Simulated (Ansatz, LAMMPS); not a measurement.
## Relaxing ionic liquid ethylammonium Br- with Li salt, from a frame at 400 K (162 atoms)

Aim: bring ionic liquid ethylammonium Br- with Li salt, from a frame at 400 K (162 atoms) to a nearby minimum of the energy and see what moves.

Calculated with Ansatz 0.2.0; Kohn-Sham DFT, PBEsol, PAW (set soft_2), plane waves.

**1. Starting point**

The cell holds 162 atoms: 26 C, 13 N, 104 H, 16 Br and 3 Li. Its edges and angles: a = 12.449 Å, b = 12.449 Å, c = 12.449 Å, α = 90.0°, β = 90.0°, γ = 90.0°. 13 ethylammonium, 16 Br-, 3 Li+ placed at random, at 1.63 g/cm³; overlaps pushed apart, then 10 ps at 700 K with Joung-Cheatham ions (J. Phys. Chem. B 112, 9020 (2008)); MMFF94 bonds, angles, torsions, charges and radii (Halgren, J. Comput. Chem. 17, 490 (1996)) in harmonic and 12-6 forms; charges of ions scaled by 0.8. Snapshot after 30 ps at 400 K and fixed volume.

Before any run, some limits are plain. The network of contacts between molecules at the start is that of the classical potential that made the cell. The functional has no dispersion term, which matters for the binding between molecules or layers. The density was typed from a rule of thumb and may lie off the real one at this temperature. Only the Γ point is sampled, in a cell whose shortest periodic width is 12 Å.

**2. How the cell was made**

A classical potential makes the cell, at a small fraction of what the same run would cost in DFT.

This step: classical MD, Joung-Cheatham ions (J. Phys. Chem. B 112, 9020 (2008)); MMFF94 bonds, angles, torsions, charges and radii (Halgren, J. Comput. Chem. 17, 490 (1996)) in harmonic and 12-6 forms; charges of ions scaled by 0.8 (LAMMPS 22 Jul 2025 - Update 4).

File in.lmp:

```
# ionic liquid ethylammonium Br- with Li salt
units real
atom_style full
boundary p p p
bond_style harmonic
angle_style harmonic
dihedral_style opls
improper_style harmonic
special_bonds lj 0 0 0.5 coul 0 0 0.75
read_data data.lmp
neigh_modify delay 0 every 1 check yes one 4000
comm_modify cutoff 12.0
timestep 0.5
thermo_style custom step time temp pe press density
thermo_modify norm yes
# push overlapping molecules apart
pair_style soft 2.6
pair_coeff * * 0.0
variable a equal ramp(1,60)
fix ad all adapt 1 pair soft a * * v_a
velocity all create 700 803177 mom yes dist gaussian
fix lim all nve/limit 0.03
fix lan all langevin 700 700 50 803178 zero yes
thermo 1000
run 3000 post no
unfix ad
pair_style lj/cut/coul/long 9.0
pair_modify mix arithmetic tail yes
pair_coeff 1 1 0.0678 3.3680   # C
pair_coeff 2 2 0.0721 3.3270   # N
pair_coeff 3 3 0.0216 2.5400   # H
pair_coeff 4 4 0.0100 1.2000   # H
pair_coeff 5 5 0.0270 4.9017   # Br
pair_coeff 6 6 0.3367 1.4094   # Li
# [... 18 lines left out ...]
compute msd all msd com yes
thermo 7500
fix md all nvt temp 400 400 100
run 30000 post no
print "== T400: mean square displacement over the hold $(c_msd[4]:%.2f) A^2"
unfix md
uncompute msd
write_dump all custom T400.dump id type xs ys zs modify sort id
```

The run is started by

```console
lmp -in in.lmp -log none -nocite
```

Numbers of over 12 decimals in the logs are rounded to 6 here.

Output:

```text
LAMMPS (22 Jul 2025 - Update 4)
Reading data file ...
  orthogonal box = (0 0 0) to (12.44903 12.44903 12.44903)
  162 atoms
  orthogonal box = (0 0 0) to (12.44903 12.44903 12.44903)
  130 bonds
  234 angles
  234 dihedrals
   Step          Time           Temp          PotEng         Press         Density
         0   0              700           -0.11155178     7913.7225      1.633998
      1000   500            549.38997      1.4438222      7319.0844      1.633998
      2000   1000           593.21948      1.5747715      26616.715      1.633998
      3000   1500           614.04583      1.5225574      15203.325      1.633998
[... 29 lines left out ...]
Loop time of 5.9453 s on 1 MPI rank(s) for 10000 steps with 162 atoms
   Step          Time           Temp          PotEng         Press         Density
[... 4 lines left out ...]
Loop time of 2.98969 s on 1 MPI rank(s) for 5000 steps with 162 atoms
   Step          Time           Temp          PotEng         Press         Density
[... 2 lines left out ...]
     30000   29000          438.64696     -8.6585914      13069.055      1.633998
     37500   36500          432.82029     -8.6870554      14065.874      1.633998
     45000   44000          375.72939     -8.6156172      12397.463      1.633998
     47000   46000          389.07384     -8.7159171      9910.5717      1.633998
Loop time of 16.7366 s on 1 MPI rank(s) for 30000 steps with 162 atoms
== T400: mean square displacement over the hold 5.09 A^2
```

It took 28 s on 1 thread of Intel Xeon Platinum 8488C (Sapphire Rapids), shared host; peak memory 0.12 GiB.

The input also reads data.lmp (atoms, bonds and types; not printed here).

**3. Single point at the start**

A single point comes first, to see the forces before anything moves.

File input.yaml:

```yaml
crystal:
  lattice:
    - [12.44903, 0.0, 0.0]
    - [0.0, 12.44903, 0.0]
    - [0.0, 0.0, 12.44903]
  atoms:
    - { symbol: C, position: [0.16102, 0.2077, 0.29782] }
    - { symbol: C, position: [0.04986, 0.26416, 0.2991] }
    - { symbol: "N", position: [0.07135, 0.37002, 0.24746] }
    - { symbol: H, position: [0.19953, 0.21529, 0.21985] }
    - { symbol: H, position: [0.14429, 0.12384, 0.31258] }
    - { symbol: H, position: [0.21925, 0.23973, 0.36758] }
    - { symbol: H, position: [0.98016, 0.22941, 0.26196] }
    - { symbol: H, position: [0.03256, 0.2783, 0.38401] }
    - { symbol: H, position: [1.0e-05, 0.40397, 0.2576] }
    - { symbol: H, position: [0.08689, 0.36633, 0.16681] }
    - { symbol: H, position: [0.11976, 0.42526, 0.28672] }
    - { symbol: C, position: [0.37871, 0.51963, 0.72421] }
    - { symbol: C, position: [0.25745, 0.52909, 0.73237] }
    - { symbol: "N", position: [0.22095, 0.55069, 0.62412] }
    - { symbol: H, position: [0.40664, 0.59186, 0.68569] }
    - { symbol: H, position: [0.39987, 0.44467, 0.68304] }
    - { symbol: H, position: [0.41485, 0.51971, 0.80565] }
    - { symbol: H, position: [0.22818, 0.45422, 0.76202] }
    - { symbol: H, position: [0.2408, 0.59445, 0.79628] }
    - { symbol: H, position: [0.23281, 0.49333, 0.56672] }
    - { symbol: H, position: [0.25906, 0.61141, 0.59518] }
    - { symbol: H, position: [0.13818, 0.55702, 0.6206] }
    - { symbol: C, position: [0.03457, 0.68016, 0.33493] }
    - { symbol: C, position: [0.01988, 0.72578, 0.22369] }
    - { symbol: "N", position: [0.89984, 0.72034, 0.20797] }
    - { symbol: H, position: [0.11974, 0.69131, 0.35818] }
    - { symbol: H, position: [0.02065, 0.59477, 0.33624] }
    - { symbol: H, position: [0.98606, 0.71567, 0.39023] }
    - { symbol: H, position: [0.0518, 0.80901, 0.21349] }
    - { symbol: H, position: [0.05505, 0.67429, 0.1601] }
    - { symbol: H, position: [0.87176, 0.64485, 0.20598] }
    - { symbol: H, position: [0.87781, 0.75492, 0.14069] }
    [... 124 atom lines left out ...]
    - { symbol: Br, position: [0.31235, 0.7952, 0.57608] }
    - { symbol: Br, position: [0.81428, 0.47009, 0.24352] }
    - { symbol: Br, position: [0.04885, 0.13937, 0.03186] }
    - { symbol: Li, position: [0.02018, 0.99924, 0.89607] }
    - { symbol: Li, position: [0.78941, 0.01214, 0.52067] }
    - { symbol: Li, position: [0.80229, 0.42267, 0.46475] }
kpoints:
  mp_grid: { grid: [1, 1, 1] }
hamiltonian:
  xc: pbesol
scf:
  occupations: { method: fixed }
output:
  forces: true
  stress: true
  populations: intrinsic
  dos:
    method: { smearing: { sigma: 0.08 } }
    de: 0.1
    projected: { site_lists: { Br: [Br], C: [C], H: [H], Li: [Li], "N": ["N"] } }
  eigenvalues: true
```

The run is started by

```console
ansatz run input.yaml --threads 4 --pin off --max-ram 8192MiB --backend cpu --events-out ev --progress --plain --runs-dir out
```

Output:

```text
Engine: ansatz 0.2.0, x86_64-unknown-linux-gnu
Pseudopotentials: kind: paw
Pseudopotential: C, paw, valence charge 4, recommended cutoff 420 eV (normal), C.paw.azcp
Pseudopotential: N, paw, valence charge 5, recommended cutoff 420 eV (normal), N.paw.azcp
Pseudopotential: H, paw, valence charge 1, recommended cutoff 420 eV (normal), H.paw.azcp
Pseudopotential: Br, paw, valence charge 7, recommended cutoff 420 eV (normal), Br.paw.azcp
Pseudopotential: Li, paw, valence charge 3, recommended cutoff 420 eV (normal), Li.paw.azcp
[... 3 lines on functional and potentials left out ...]
Crystal: 162 atoms, lattice volume = 1929.330 Å³
Basis set: ecut = 420 eV, 37561 PW (Γ), exchange–correlation on 180×180×180 points (8 copies of the dense FFT grid, shifted against one another)
Bands: 359, of which v1, the nominal top of the filled ones, is band 197 counted from 1 (196 counted from 0)
Symmetry: 1 space group operations
Space group: P1 (ITA 1), of the structure as read, at distance tolerance 1.2e-4 Å
k-points: 1
[... 14 lines on functional and potentials left out ...]
Initial density: superposition of atomic densities (neutral atoms: chi_scale 0, normalization atom), corrected by the library's trained network
Initial wavefunctions: pseudopotential atomic-orbital guess
Functional: x = pbesol(κ = 0.804, μ = 0.123457), c = pbesol(β = 0.046)
SCF iter   1: F=—  HF=-57405.395858 eV  |F-HF|=—  |Δ(HF+E_count)|=         —  Δρ=4.94e-3  dr2=5.78e-1  ethr=1.77e-3  ⟨swp⟩=5.0  Hψ=1305  notcnv=0  defer=159
preconditioner: auto → Resta (q_TF=auto, 2.094 Å⁻¹)  ε∞=2.3  [insulator: Δε(μ)=3.714 eV  Ē_g=14.094 eV  n_scr=304 (ndim 8)  ℏωp=16.1 eV  f_vac=0.127  ε∞_Penn≈2.3]
SCF iter   2: F=—  HF=-57405.258114 eV  |F-HF|=—  |Δ(HF+E_count)|=   1.38e-1  Δρ=2.25e-3  dr2=9.68e-2  ethr=1.47e-4  ⟨swp⟩=2.0  Hψ=544  notcnv=0  defer=160
SCF iter   3: F=—  HF=-57405.244589 eV  |F-HF|=—  |Δ(HF+E_count)|=   1.35e-2  Δρ=7.59e-4  dr2=1.49e-2  ethr=2.46e-5  ⟨swp⟩=2.0  Hψ=390  notcnv=0  defer=160
SCF iter   4: F=—  HF=-57405.244533 eV  |F-HF|=—  |Δ(HF+E_count)|=   5.56e-5  Δρ=2.23e-4  dr2=1.11e-3  ethr=3.78e-6  ⟨swp⟩=2.0  Hψ=397  notcnv=0  defer=160
SCF iter   5: F=—  HF=-57405.245192 eV  |F-HF|=—  |Δ(HF+E_count)|=   6.58e-4  Δρ=7.54e-5  dr2=1.25e-4  ethr=2.82e-7  ⟨swp⟩=2.0  Hψ=394  notcnv=0  defer=160
SCF iter   6: F=—  HF=-57405.245317 eV  |F-HF|=—  |Δ(HF+E_count)|=   1.25e-4  Δρ=2.67e-5  dr2=1.39e-5  ethr=3.17e-8  ⟨swp⟩=2.0  Hψ=393  notcnv=0  defer=160
SCF iter   7: F=—  HF=-57405.247598 eV  |F-HF|=—  |Δ(HF+E_count)|=   2.28e-3  Δρ=8.84e-6  dr2=1.62e-6  ethr=3.54e-9  ⟨swp⟩=2.0  Hψ=556  notcnv=0  defer=159
SCF iter   8: F=—  HF=-57405.247600 eV  |F-HF|=—  |Δ(HF+E_count)|=   2.15e-6  Δρ=3.20e-6  dr2=2.21e-7  ethr=4.11e-10  ⟨swp⟩=2.0  Hψ=395  notcnv=0  defer=159
SCF iter   9: F=-57405.247601 eV  HF=-57405.247601 eV  |F-HF|=2.81e-8  |Δ(HF+E_count)|=   2.72e-7  Δρ=1.05e-6  dr2=2.57e-8  ethr=2.54e-11  ⟨swp⟩=20.0  Hψ=3036  notcnv=0
SCF 1 converged in 9 iterations: F = -57405.247601 eV  dr2 = 2.57e-8
  greatest PAW one-centre occupation: 0.999 electrons in one spin orbital (limit 2), on the Li atom at site 161 (counted from 0), in its partial waves of l = 0
SCF converged after 9 iterations
Free energy (F): -57405.247601 eV
Harris-Foulkes:  -57405.247601 eV  (|F-HF|=2.81e-8)
Internal energy: -57405.247601 eV  (E = F + TS)
E sigma→0 (E₀):  -57405.247601 eV
Fermi energy:    -0.122115 eV
--- Per-component energies (eV) ---
  E_band       = -3051.592793
  E_kinetic    = 7722.679327
  E_local      = -20619.065751  (includes V_loc(G=0)·N_el)
  E_nonlocal   = 2509.259276
  E_hartree    = 6738.186827
  E_xc         = -7132.853932
  E_vxc        = -5403.483338  (∫ρ·V_xc dr)
  E_paw        = -39447.644640  (= ΣΔE_a)
  E_vpaw       = -737.224828  (= ΣTr[D̂ρ^β])
  E_aug_tail   = -0.134138  (compensation charges beyond the density's cutoff)
  E_ewald      = -7178.064792
  E_core_change = 2.390223  (= ΣΔE_core)
  E_smearing   = -0.000000  (= −TS)
  E_closure    = -0.000000  (closes the sum)
  Σ components = -57405.247601   (vs F -57405.247601, Δ=0.00e0)
--- Forces (eV/Å), atoms counted from 1 ---
  atom   1  C     -0.13635244     0.35906359     1.56034866
  atom   2  C      3.51492378     0.66804645     0.85008183
  atom   3  N     -0.76274447    -0.18913836     0.84520891
  atom   4  H      0.20338761     0.10208571    -0.31915924
  atom   5  H      0.17561184    -0.78809890     0.05144169
  atom   6  H     -1.54730644    -0.51666400    -1.85645987
  atom   7  H     -0.18685411    -0.68882544    -0.58128565
  atom   8  H     -0.48204048     0.30443375     0.16058352
  atom   9  H     -2.37451686     1.52097733    -0.44821297
  atom  10  H      0.63482645    -0.09428903    -0.68380554
  atom  11  H      1.15622507    -0.46734079     0.14567859
  atom  12  C     -0.35644881    -0.32248209     1.18916738
  atom  13  C      1.81823118     0.75571766     1.49112389
  atom  14  N     -2.70124359    -2.29756060     1.07749356
[...]
atom 161  Li     0.16336111     0.18964587     0.00477002
  atom 162  Li     0.03020786    -0.00402563    -0.12825071
  max |Σ_I F_I| component: 1.24e-4 eV/Å
--- Stress (GPa, compression-positive) ---
        0.919097      -0.150339      -0.027229
       -0.150339       1.837356      -0.640121
       -0.027230      -0.640121       0.731465
  P = ⅓ Tr σ = 1.1626 GPa (11.626 kbar)
--- Band table (eV) ---
  k-point 0: bands = ["-44.0125", "-43.8852", "-43.7648", "-20.2101", [... 343 levels ...], "10.1996", "10.2284", "10.2568", "10.3112", "10.3309", "10.3474", "10.3620", "10.4197", "10.4594", "10.5028", "10.5351", "10.5749"]
--- intrinsic populations: 162 sites ---
  site symbol       q [e]
     0      C      4.5059
     1      C      4.2179
     2      N      5.4413
[...]
161     Li      2.3813
  spilling = 0.000000 (of n_electrons = 394.000000)
```

The job ended after 19 s (4 threads of Intel Xeon Platinum 8488C (Sapphire Rapids), shared host; peak memory 2.4 GiB; 67 s of CPU time).

Reading the cycles: dr2 is the Hartree energy of the density residual (eV), the measure of convergence; HF is the Harris–Foulkes estimate of the energy, which meets the free energy F at convergence.

Numbers from this run:

| Item | Value |
| --- | --- |
| free energy | -57405.2476 eV |
| free energy per atom | -354.3534 eV/atom |
| SCF cycles | 9 |
| pressure | 1.163 GPa |
| r.m.s. force component | 0.9655 eV/Å |
| longest force | 4.24 eV/Å |
| Fermi energy | -0.1221 eV |
| gap (highest filled to lowest empty level) | 3.678 eV |

The r.m.s. force component of 0.97 eV/Å and the pressure of 1.2 GPa set the starting point.

Neighbours are counted within 1.34 Å (H-C), 1.27 Å (H-N), 1.85 Å (C-C), 1.79 Å (C-N), 3.23 Å (Br-Li).

Length of the force by element and coordination:

```csv
element,coordination,atoms,mean length of the force (eV/Å),spread,least,most
Br,all,16,0.286,0.0826,0.113,0.436
Br,0,6,0.263,0.098,0.113,0.430
Br,1,8,0.288,0.0564,0.199,0.396
Br,2,2,0.353,0.0838,0.269,0.436
C,all,26,2.26,0.838,0.345,4.06
H,all,104,1.24,0.784,0.136,4.24
Li,all,3,0.295,0.154,0.132,0.502
N,all,13,2.28,0.890,1.07,3.71
```

(Continued in part 2 of 3.)

[Logs are printed without paths, hosts, clocks, repeated set-up lines and the standing remarks that a program may print on its own settings, such as how far it seeks lower states.]

[Hosts, paths, dates, database ids (printed as entryN), source tags and the programs' standing remarks are cut or masked in the printed files.]

[The MMFF94 radii named for the starting cell were scaled by 0.96; in molecules described by MMFF94, hydrogen bound to N, O or S took a small fixed 12-6 site in their place.]
